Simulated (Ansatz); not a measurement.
# La on Ni(100): change of the work function, part 2 of 4

How does La on the hollow site change the work function of Ni(100) as the layer fills?

Ansatz 0.2.0; plane-wave DFT, PBE, Ansatz PAW.

So far, work function, upper face (eV): step 2 (the clean slab) 4.88.

### Step 3. The covered slab, k-mesh 4×4×1, coverage 0.111 ML

System of this step: La/Ni(100). The cell holds 37 atoms: 36 Ni and 1 La. Cell: a = 7.467 Å, b = 7.467 Å, c = 26.156 Å, α = 90.0°, β = 90.0°, γ = 90.0°. Vacuum lies along c.

The clean slab as it ended is repeated in the plane and the adsorbate is set on one face; the cell's size fixes the coverage, and the k-mesh shrinks with it to keep the sampling density about even. Adsorbate and upper layers relax, since the dipole depends on the height.

File input.yaml:

```yaml
crystal:
  lattice:
    - [7.4670476094, 0.0, 0.0]
    - [0.0, 7.4670476094, 0.0]
    - [0.0, 0.0, 26.1555052722]
  atoms:
    - { symbol: Ni, position: [0.1666666667, 0.1666666667, 0.3440958187], spin: 0.76 }
    - { symbol: Ni, position: [0.0, 0.0, 0.4113856677], spin: 0.69 }
    - { symbol: Ni, position: [0.1666666667, 0.1666666667, 0.4795223158], spin: 0.7 }
    - { symbol: Ni, position: [0.0, 0.0, 0.5442686139], spin: 0.76 }
    - { symbol: Ni, position: [0.1666666667, 0.5, 0.3440958187], spin: 0.76 }
    - { symbol: Ni, position: [0.0, 0.3333333333, 0.4113856677], spin: 0.69 }
    - { symbol: Ni, position: [0.1666666667, 0.5, 0.4795223158], spin: 0.7 }
    - { symbol: Ni, position: [0.0, 0.3333333333, 0.5442686139], spin: 0.76 }
    - { symbol: Ni, position: [0.1666666667, 0.8333333333, 0.3440958187], spin: 0.76 }
    - { symbol: Ni, position: [0.0, 0.6666666667, 0.4113856677], spin: 0.69 }
    - { symbol: Ni, position: [0.1666666667, 0.8333333333, 0.4795223158], spin: 0.7 }
    - { symbol: Ni, position: [0.0, 0.6666666667, 0.5442686139], spin: 0.76 }
    - { symbol: Ni, position: [0.5, 0.1666666667, 0.3440958187], spin: 0.76 }
    - { symbol: Ni, position: [0.3333333333, 0.0, 0.4113856677], spin: 0.69 }
    - { symbol: Ni, position: [0.5, 0.1666666667, 0.4795223158], spin: 0.7 }
    - { symbol: Ni, position: [0.3333333333, 0.0, 0.5442686139], spin: 0.76 }
    - { symbol: Ni, position: [0.5, 0.5, 0.3440958187], spin: 0.76 }
    - { symbol: Ni, position: [0.3333333333, 0.3333333333, 0.4113856677], spin: 0.69 }
    - { symbol: Ni, position: [0.5, 0.5, 0.4795223158], spin: 0.7 }
    - { symbol: Ni, position: [0.3333333333, 0.3333333333, 0.5442686139], spin: 0.76 }
    - { symbol: Ni, position: [0.5, 0.8333333333, 0.3440958187], spin: 0.76 }
    - { symbol: Ni, position: [0.3333333333, 0.6666666667, 0.4113856677], spin: 0.69 }
    - { symbol: Ni, position: [0.5, 0.8333333333, 0.4795223158], spin: 0.7 }
    - { symbol: Ni, position: [0.3333333333, 0.6666666667, 0.5442686139], spin: 0.76 }
    - { symbol: Ni, position: [0.8333333333, 0.1666666667, 0.3440958187], spin: 0.76 }
    - { symbol: Ni, position: [0.6666666667, 0.0, 0.4113856677], spin: 0.69 }
    - { symbol: Ni, position: [0.8333333333, 0.1666666667, 0.4795223158], spin: 0.7 }
    - { symbol: Ni, position: [0.6666666667, 0.0, 0.5442686139], spin: 0.76 }
    - { symbol: Ni, position: [0.8333333333, 0.5, 0.3440958187], spin: 0.76 }
    - { symbol: Ni, position: [0.6666666667, 0.3333333333, 0.4113856677], spin: 0.69 }
    - { symbol: Ni, position: [0.8333333333, 0.5, 0.4795223158], spin: 0.7 }
    - { symbol: Ni, position: [0.6666666667, 0.3333333333, 0.5442686139], spin: 0.76 }
    - { symbol: Ni, position: [0.8333333333, 0.8333333333, 0.3440958187], spin: 0.76 }
    - { symbol: Ni, position: [0.6666666667, 0.6666666667, 0.4113856677], spin: 0.69 }
    - { symbol: Ni, position: [0.8333333333, 0.8333333333, 0.4795223158], spin: 0.7 }
    - { symbol: Ni, position: [0.6666666667, 0.6666666667, 0.5442686139], spin: 0.76 }
    - { symbol: La, position: [0.1666666667, 0.1666666667, 0.6559041813] }
magnetization:
  spin_polarized: true
kpoints:
  mp_grid: { grid: [4, 4, 1] }
hamiltonian:
  xc: pbe
scf:
  occupations: { method: fermi_dirac, width: 0.1 }
  convergence: { dr2_threshold: 1.0e-08 }
efield:
  axis: 3
  dipole_correction: true
  ramp_position: 0.97
  ramp_width: 0.06
relax:
  f_tol: 0.02
  max_steps: 60
  constraints:
    - { sites: [0, 1, 4, 5, 8, 9, 12, 13, 16, 17, 20, 21, 24, 25, 28, 29, 32, 33] }
output:
  write_potential: true
  write_density: true
  volumetric_format: npy
```

Command:

```
$ ansatz run input.yaml --threads 4 --pin off --max-ram 16384MiB --backend cpu --events-out ev --progress --plain --runs-dir out
```

Numbers of over 12 decimals in the logs are rounded to 6 here.

The program printed:

```text
[...]
Crystal: 37 atoms, lattice volume = 1458.347 Å³
Basis set: ecut = 420 eV, 28551 PW (Γ), exchange–correlation on 100×100×360 points (8 copies of the dense FFT grid, shifted against one another)
Bands: 412, of which v1, the nominal top of the filled ones, is band 330 counted from 1 (329 counted from 0)
Symmetry: 8 space group operations
k-points: 6 of 16
[...]
Starting moments: Σ|m| = 26.19 μB on 36 of 37 sites
[...]
SCF iter   1: F=—  HF=-216431.922512 eV  |F-HF|=—  |Δ(HF+E_count)|=         —  Δρ=1.89e-2 (↑1.41e-2 ↓1.89e-2)  dr2=7.32e1  dr2_m=1.66e0  M=26.870 μB ∫|m|=28.196 μB  β_m=1.00  ethr=3.10e-3  p=-0.000 e·Å  D=-1.01e-6 V/Å  ΔV_dip=0.00 eV  dr2_dipole=8.01e0  V_vac-E_F(+/−)=6.99/6.99 eV  ⟨swp⟩=11.5  Hψ=25639  notcnv=0  defer=328
[...]
SCF iter  29: F=-216465.093117 eV  HF=-216465.093117 eV  |F-HF|=2.33e-9  |Δ(HF+E_count)|=   1.46e-9  Δρ=1.85e-7 (↑6.14e-8 ↓1.85e-7)  dr2=2.12e-9  dr2_m=9.03e-11  M=23.393 μB ∫|m|=27.854 μB  ethr=1.00e-12  p=0.783 e·Å  D=9.71e-2 V/Å  ΔV_dip=-2.54 eV  dr2_dipole=5.00e-10  V_vac-E_F(+/−)=2.36/4.90 eV  ⟨swp⟩=5.8  Hψ=27795  notcnv=0
SCF 1 converged in 29 iterations: F = -216465.093117 eV  dr2 = 2.12e-9
[...]
relax step   1: F+E_penalty+E_count = -216465.09311682 eV  Δ(F+E_penalty+E_count) = +0.000e0 eV  max|allowed force component| = 3.154e0 eV/Å  Δτ_max = 0.0000 Å  (29 SCF iters, accepted)
[...]
SCF iter  18: F=-216465.792745 eV  HF=-216465.792745 eV  |F-HF|=3.96e-9  |Δ(HF+E_count)|=   3.49e-9  Δρ=3.74e-7 (↑1.61e-7 ↓3.74e-7)  dr2=3.28e-9  dr2_m=3.73e-10  M=23.290 μB ∫|m|=27.478 μB  ethr=1.00e-12  p=0.813 e·Å  D=1.01e-1 V/Å  ΔV_dip=-2.64 eV  dr2_dipole=2.53e-10  V_vac-E_F(+/−)=2.26/4.90 eV  ⟨swp⟩=6.1  Hψ=30203  notcnv=0
SCF 2 converged in 18 iterations: F = -216465.792745 eV  dr2 = 3.28e-9
relax step   2: F+E_penalty+E_count = -216465.79274471 eV  Δ(F+E_penalty+E_count) = -6.996e-1 eV  max|allowed force component| = 3.251e0 eV/Å  Δτ_max = 0.1978 Å  (18 SCF iters, accepted)
SCF iter   1: F=—  HF=-216466.505926 eV  |F-HF|=—  |Δ(HF+E_count)|=         —  Δρ=2.45e-3 (↑1.88e-3 ↓2.45e-3)  dr2=3.13e-1  dr2_m=4.55e-2  M=23.109 μB ∫|m|=27.220 μB  β_m=1.00  ethr=2.79e-4  p=0.813 e·Å  D=1.01e-1 V/Å  ΔV_dip=-2.64 eV  dr2_dipole=3.93e-2  V_vac-E_F(+/−)=2.28/4.92 eV  ⟨swp⟩=6.4  Hψ=14120  notcnv=0  defer=241
[...]
SCF iter  15: F=-216466.473415 eV  HF=-216466.473415 eV  |F-HF|=6.11e-10  |Δ(HF+E_count)|=  2.04e-10  Δρ=2.53e-7 (↑5.58e-8 ↓2.53e-7)  dr2=2.12e-9  dr2_m=1.82e-10  M=23.051 μB ∫|m|=27.096 μB  ethr=1.27e-12  p=0.826 e·Å  D=1.02e-1 V/Å  ΔV_dip=-2.68 eV  dr2_dipole=3.45e-10  V_vac-E_F(+/−)=2.22/4.90 eV  ⟨swp⟩=6.2  Hψ=30301  notcnv=0
SCF 3 converged in 15 iterations: F = -216466.473415 eV  dr2 = 2.12e-9
relax step   3: F+E_penalty+E_count = -216466.47341493 eV  Δ(F+E_penalty+E_count) = -6.807e-1 eV  max|allowed force component| = 3.040e0 eV/Å  Δτ_max = 0.1980 Å  (15 SCF iters, accepted)
[...]
relax step   4: F+E_penalty+E_count = -216467.05752599 eV  Δ(F+E_penalty+E_count) = -5.841e-1 eV  max|allowed force component| = 2.219e0 eV/Å  Δτ_max = 0.1955 Å  (15 SCF iters, accepted)
[...]
relax step   5: F+E_penalty+E_count = -216467.37744234 eV  Δ(F+E_penalty+E_count) = -3.199e-1 eV  max|allowed force component| = 8.254e-1 eV/Å  Δτ_max = 0.1993 Å  (15 SCF iters, accepted)
[...]
relax step   6: F+E_penalty+E_count = -216467.47036531 eV  Δ(F+E_penalty+E_count) = -9.292e-2 eV  max|allowed force component| = 7.894e-2 eV/Å  Δτ_max = 0.1943 Å  (15 SCF iters, accepted)
[...]
relax step   7: F+E_penalty+E_count = -216467.47285819 eV  Δ(F+E_penalty+E_count) = -2.493e-3 eV  max|allowed force component| = 2.559e-2 eV/Å  Δτ_max = 0.0094 Å  (15 SCF iters, accepted)
SCF iter   1: F=—  HF=-216467.473659 eV  |F-HF|=—  |Δ(HF+E_count)|=         —  Δρ=1.12e-4 (↑8.63e-5 ↓1.12e-4)  dr2=6.57e-4  dr2_m=5.49e-5  M=22.239 μB ∫|m|=25.936 μB  β_m=1.00  ethr=5.36e-7  p=0.701 e·Å  D=8.70e-2 V/Å  ΔV_dip=-2.28 eV  dr2_dipole=3.22e-5  V_vac-E_F(+/−)=2.62/4.90 eV  ⟨swp⟩=4.8  Hψ=14166  notcnv=0  defer=401
[...]
SCF iter  15: F=-216467.473031 eV  HF=-216467.473031 eV  |F-HF|=8.76e-9  |Δ(HF+E_count)|=   1.14e-9  Δρ=3.85e-7 (↑4.72e-8 ↓3.85e-7)  dr2=7.74e-9  dr2_m=3.91e-10  M=22.243 μB ∫|m|=25.942 μB  ethr=1.00e-12  p=0.702 e·Å  D=8.71e-2 V/Å  ΔV_dip=-2.28 eV  dr2_dipole=1.49e-9  V_vac-E_F(+/−)=2.62/4.90 eV  ⟨swp⟩=5.2  Hψ=24296  notcnv=0
SCF 8 converged in 15 iterations: F = -216467.473031 eV  dr2 = 7.74e-9
relax step   8: F+E_penalty+E_count = -216467.47303053 eV  Δ(F+E_penalty+E_count) = -1.723e-4 eV  max|allowed force component| = 4.708e-3 eV/Å  Δτ_max = 0.0031 Å  (15 SCF iters, accepted)
NSCF: frozen V_eff on 6 k-points
[...]
SCF converged after 15 iterations
Magnetization: 22.2425 μB (340.6213 up, 318.3787 down)
Absolute magnetization: 25.9665 μB (∫|ρ↑−ρ↓|, with the PAW one-centre terms)
[...]
Per-site moments (μB) at R_I (Å): [(0.755117, 1.026719), (0.687426, 1.026719), (0.627065, 1.014931), (0.372287, 1.011325), (0.759590, 1.026719), (0.687426, 1.026719), (0.647764, 1.013008), (0.372287, 1.011325), (0.759590, 1.026719), (0.682983, 1.026719), (0.647764, 1.013008), (0.688065, 1.013008), (0.759590, 1.026719), (0.687426, 1.026719), (0.647764, 1.013008), (0.372287, 1.011325), (0.762388, 1.026719), (0.687426,  [...]
Free energy (F): -216467.473031 eV
[...]
Internal energy: -216465.395464 eV  (E = F + TS)
E sigma→0 (E₀):  -216466.434247 eV
Entropy (-TS):   -2.077567 eV (-56.150 meV/atom)
Fermi energy:    2.561409 eV
Dipole field:    D = 0.087165 V/Å  (p = 0.702494 e·Å, saw-weighted, corrected)
Work function:   Φ+ = 2.6159 eV   Φ− = 4.8958 eV
[...]
--- Forces (eV/Å), atoms counted from 1 ---
  atom   1  Ni    -0.00000000     0.00000000     0.32469962
  atom   2  Ni    -0.00052848    -0.00052848    -0.26742410
  atom   3  Ni    -0.00000000     0.00000000    -0.00290067
  atom   4  Ni     0.00104688     0.00104688     0.00381052
  atom   5  Ni     0.00000000     0.00347812     0.32667134
  atom   6  Ni    -0.00052848     0.00052848    -0.26742410
  atom   7  Ni     0.00000000     0.00099214    -0.00148818
  atom   8  Ni     0.00104688    -0.00104688     0.00381052
  atom   9  Ni     0.00000000    -0.00347812     0.32667134
  atom  10  Ni     0.00015390     0.00000000    -0.35068327
  atom  11  Ni     0.00000000    -0.00099214    -0.00148818
  atom  12  Ni    -0.00009893     0.00000000    -0.00000355
  atom  13  Ni     0.00347812     0.00000000     0.32667134
  atom  14  Ni     0.00052848    -0.00052848    -0.26742410
  atom  15  Ni     0.00099214     0.00000000    -0.00148818
  atom  16  Ni    -0.00104688     0.00104688     0.00381052
  atom  17  Ni     0.00400997     0.00400997     0.33349744
  atom  18  Ni     0.00052848     0.00052848    -0.26742410
  atom  19  Ni     0.00213657     0.00213657    -0.00005167
  atom  20  Ni    -0.00104688    -0.00104688     0.00381052
  atom  21  Ni     0.00400997    -0.00400997     0.33349744
  atom  22  Ni    -0.00015390     0.00000000    -0.35068327
  atom  23  Ni     0.00213657    -0.00213657    -0.00005167
  atom  24  Ni     0.00009893     0.00000000    -0.00000355
  atom  25  Ni    -0.00347812     0.00000000     0.32667134
  atom  26  Ni     0.00000000     0.00015390    -0.35068327
  atom  27  Ni    -0.00099214     0.00000000    -0.00148818
  atom  28  Ni     0.00000000    -0.00009893    -0.00000355
  atom  29  Ni    -0.00400997     0.00400997     0.33349744
  atom  30  Ni     0.00000000    -0.00015390    -0.35068327
  atom  31  Ni    -0.00213657     0.00213657    -0.00005167
  atom  32  Ni     0.00000000     0.00009893    -0.00000355
  atom  33  Ni    -0.00400997    -0.00400997     0.33349744
  atom  34  Ni    -0.00000000     0.00000000    -0.49143017
  atom  35  Ni    -0.00213657    -0.00213657    -0.00005167
  atom  36  Ni    -0.00000000     0.00000000    -0.00304264
  atom  37  La     0.00000000     0.00000000    -0.00470777
  max |Σ_I F_I| component: 6.75e-5 eV/Å
--- Band table (eV; the first three rows and the last of 12) ---
  k-point 0 ↑: bands = [... 326 lower, 1.9181, 1.9291, 1.9949, 1.9971, 2.0000, 2.0000, 2.0090, 2.0122, ... 78 higher]
  k-point 1 ↑: bands = [... 326 lower, 1.9605, 1.9668, 1.9752, 1.9881, 1.9954, 2.0058, 2.0058, 2.0172, ... 78 higher]
  k-point 2 ↑: bands = [... 326 lower, 1.9579, 1.9644, 1.9749, 1.9796, 1.9843, 1.9865, 2.0531, 2.0546, ... 78 higher]
  k-point 5 ↓: bands = [... 326 lower, 2.7519, 2.7527, 2.8203, 2.8203, 2.8484, 2.8569, 2.9460, 2.9677, ... 78 higher]
--- Relaxed structure (8 steps of the walk, 8 accepted, 0 SCFs on fresh bases) ---
  F+E_penalty+E_count = -216467.47303053 eV   max|allowed force component| = 4.708e-3 eV/Å
  atoms:
    - { symbol: Ni, position: [0.166667, 0.166667, 0.344096] }
    - { symbol: Ni, position: [1.6666659794015235e-11, 1.6666659794015235e-11, 0.411386] }
    - { symbol: Ni, position: [0.166667, 0.166667, 0.479772] }
    - { symbol: Ni, position: [-0.00200911, -0.00200911, 0.544666] }
    - { symbol: Ni, position: [0.166667, 0.500000, 0.344096] }
    - { symbol: Ni, position: [1.6666659794015235e-11, 0.333333, 0.411386] }
    - { symbol: Ni, position: [0.166667, 0.501547, 0.479307] }
    - { symbol: Ni, position: [-0.00200911, 0.335342, 0.544666] }
    - { symbol: Ni, position: [0.166667, 0.833333, 0.344096] }
    - { symbol: Ni, position: [1.6666659794015235e-11, 0.666667, 0.411386] }
    - { symbol: Ni, position: [0.166667, 0.831786, 0.479307] }
    - { symbol: Ni, position: [0.000323733, 0.666667, 0.545172] }
    - { symbol: Ni, position: [0.500000, 0.166667, 0.344096] }
    - { symbol: Ni, position: [0.333333, 1.6666659794015235e-11, 0.411386] }
    - { symbol: Ni, position: [0.501547, 0.166667, 0.479307] }
    - { symbol: Ni, position: [0.335342, -0.00200911, 0.544666] }
    - { symbol: Ni, position: [0.500000, 0.500000, 0.344096] }
    - { symbol: Ni, position: [0.333333, 0.333333, 0.411386] }
    - { symbol: Ni, position: [0.501464, 0.501464, 0.479184] }
    - { symbol: Ni, position: [0.335342, 0.335342, 0.544666] }
    - { symbol: Ni, position: [0.500000, 0.833333, 0.344096] }
    - { symbol: Ni, position: [0.333333, 0.666667, 0.411386] }
    - { symbol: Ni, position: [0.501464, 0.831869, 0.479184] }
    - { symbol: Ni, position: [0.333010, 0.666667, 0.545172] }
    - { symbol: Ni, position: [0.833333, 0.166667, 0.344096] }
    - { symbol: Ni, position: [0.666667, 1.6666659794015235e-11, 0.411386] }
    - { symbol: Ni, position: [0.831786, 0.166667, 0.479307] }
    - { symbol: Ni, position: [0.666667, 0.000323733, 0.545172] }
    - { symbol: Ni, position: [0.833333, 0.500000, 0.344096] }
    - { symbol: Ni, position: [0.666667, 0.333333, 0.411386] }
    - { symbol: Ni, position: [0.831869, 0.501464, 0.479184] }
    - { symbol: Ni, position: [0.666667, 0.333010, 0.545172] }
    - { symbol: Ni, position: [0.833333, 0.833333, 0.344096] }
    - { symbol: Ni, position: [0.666667, 0.666667, 0.411386] }
    - { symbol: Ni, position: [0.831869, 0.831869, 0.479184] }
    - { symbol: Ni, position: [0.666667, 0.666667, 0.544758] }
    - { symbol: La, position: [0.166667, 0.166667, 0.618547] }
```

The job ended after 78 min (4 threads of Arm Neoverse V2, shared host; peak memory 12 GiB).

Step by step:

```csv
step,energy less that of the first step (eV),largest force component (eV/Å)
1,0.0000,3.1536
2,-0.6996,3.2505
3,-1.3803,3.0403
4,-1.9644,2.2192
5,-2.2843,0.8254
6,-2.3772,0.0789
7,-2.3797,0.0256
8,-2.3799,0.0047
```

The run keeps the 8 symmetry operations that it works with, so distortions that break them were not tested.

The atoms that moved most (Å):

```csv
atom,dx,dy,dz,length
La37,0.000,0.000,-0.977,0.977
Ni32,0.000,-0.002,0.024,0.024
Ni24,-0.002,0.000,0.024,0.024
Ni28,0.000,0.002,0.024,0.024
Ni12,0.002,0.000,0.024,0.024
Ni4,-0.015,-0.015,0.010,0.024
Ni8,-0.015,0.015,0.010,0.024
Ni16,0.015,-0.015,0.010,0.024
```

The relaxed structure:

```xyz
37
Lattice="7.4670 0.0000 0.0000 0.0000 7.4670 0.0000 0.0000 0.0000 26.1555" Properties=species:S:1:pos:R:3
Ni    1.2445    1.2445    9.0000
Ni    0.0000    0.0000   10.7600
Ni    1.2445    1.2445   12.5487
Ni   -0.0150   -0.0150   14.2460
Ni    1.2445    3.7335    9.0000
Ni    0.0000    2.4890   10.7600
Ni    1.2445    3.7451   12.5365
Ni   -0.0150    2.5040   14.2460
Ni    1.2445    6.2225    9.0000
Ni    0.0000    4.9780   10.7600
Ni    1.2445    6.2110   12.5365
Ni    0.0024    4.9780   14.2593
Ni    3.7335    1.2445    9.0000
Ni    2.4890    0.0000   10.7600
Ni    3.7451    1.2445   12.5365
Ni    2.5040   -0.0150   14.2460
Ni    3.7335    3.7335    9.0000
Ni    2.4890    2.4890   10.7600
Ni    3.7445    3.7445   12.5333
Ni    2.5040    2.5040   14.2460
Ni    3.7335    6.2225    9.0000
Ni    2.4890    4.9780   10.7600
Ni    3.7445    6.2116   12.5333
Ni    2.4866    4.9780   14.2593
Ni    6.2225    1.2445    9.0000
Ni    4.9780    0.0000   10.7600
Ni    6.2110    1.2445   12.5365
Ni    4.9780    0.0024   14.2593
Ni    6.2225    3.7335    9.0000
Ni    4.9780    2.4890   10.7600
Ni    6.2116    3.7445   12.5333
Ni    4.9780    2.4866   14.2593
Ni    6.2225    6.2225    9.0000
Ni    4.9780    4.9780   10.7600
Ni    6.2116    6.2116   12.5333
Ni    4.9780    4.9780   14.2484
La    1.2445    1.2445   16.1784
```

Numbers from this step:

* energy at zero smearing: -216466.4342 eV
* total moment: 22.24 μB
* work function, upper face: 2.616 eV
* work function, lower face: 4.896 eV
* dipole along the normal: 0.7025 e·Å
* step between the vacuum levels: -2.280 eV

Running mean over 1.76 Å of the planar mean; the ramp of the sawtooth is left out. Table of electron's electrostatic potential energy less the Fermi level by z:

```csv
z (Å),electron's electrostatic potential energy less the Fermi level (eV)
3.5,4.90
4.0,4.90
4.5,4.89
5.0,4.89
5.5,4.88
6.0,4.86
6.5,4.75
7.0,4.39
7.5,2.93
8.0,-1.70
8.5,-7.37
9.0,-9.87
9.5,-10.2
10.0,-10.3
10.5,-10.3
11.0,-10.3
11.5,-10.2
12.0,-10.2
12.5,-10.4
13.0,-10.7
13.5,-10.8
14.0,-10.4
14.5,-9.41
15.0,-5.85
15.5,-1.25
16.0,0.525
16.5,0.780
17.0,1.27
17.5,1.91
18.0,2.37
18.5,2.53
19.0,2.58
19.5,2.60
20.0,2.61
20.5,2.61
21.0,2.62
21.5,2.62
22.0,2.62
22.5,2.62
23.0,2.62
```

Site moment by element, in μB:

```csv
element,atoms,mean,spread (r.m.s.),least,largest
Ni,36,0.663,0.111,0.372,0.762
La,1,-0.074,0.000,-0.074,-0.074
```

The atoms farthest from the mean of their element:

```csv
atom,"x, y, z (Å)",site moment (μB)
Ni4,"-0.02, -0.02, 14.25",0.372
Ni8,"-0.02, 2.50, 14.25",0.372
Ni16,"2.50, -0.02, 14.25",0.372
Ni20,"2.50, 2.50, 14.25",0.372
Ni29,"6.22, 3.73, 9.00",0.762
Ni17,"3.73, 3.73, 9.00",0.762
Ni33,"6.22, 6.22, 9.00",0.762
Ni21,"3.73, 6.22, 9.00",0.762
```

The relaxation took 8 steps and lowered the energy by 2.4 eV; the largest force on the free atoms ends at 0.0047 eV/Å.

The covered face has 2.62 eV, -2.27 eV against the clean one; the bare back face has moved by +0.01 eV, a measure of how thin the slab is.

(Part 2 of 4 ends here.)

[Logs are printed without paths, hosts, clocks, repeated set-up lines and the standing remarks that a program may print on its own settings, such as how far it seeks lower states.]

[Hosts, paths, dates, database ids (printed as entryN), source tags and the programs' standing remarks are cut or masked in the printed files.]

[Maps of the electrostatic potential energy from Ansatz leave out the sawtooth potential of an applied field or a dipole correction, so their vacuum need not be flat; planar profiles and work functions include it.]
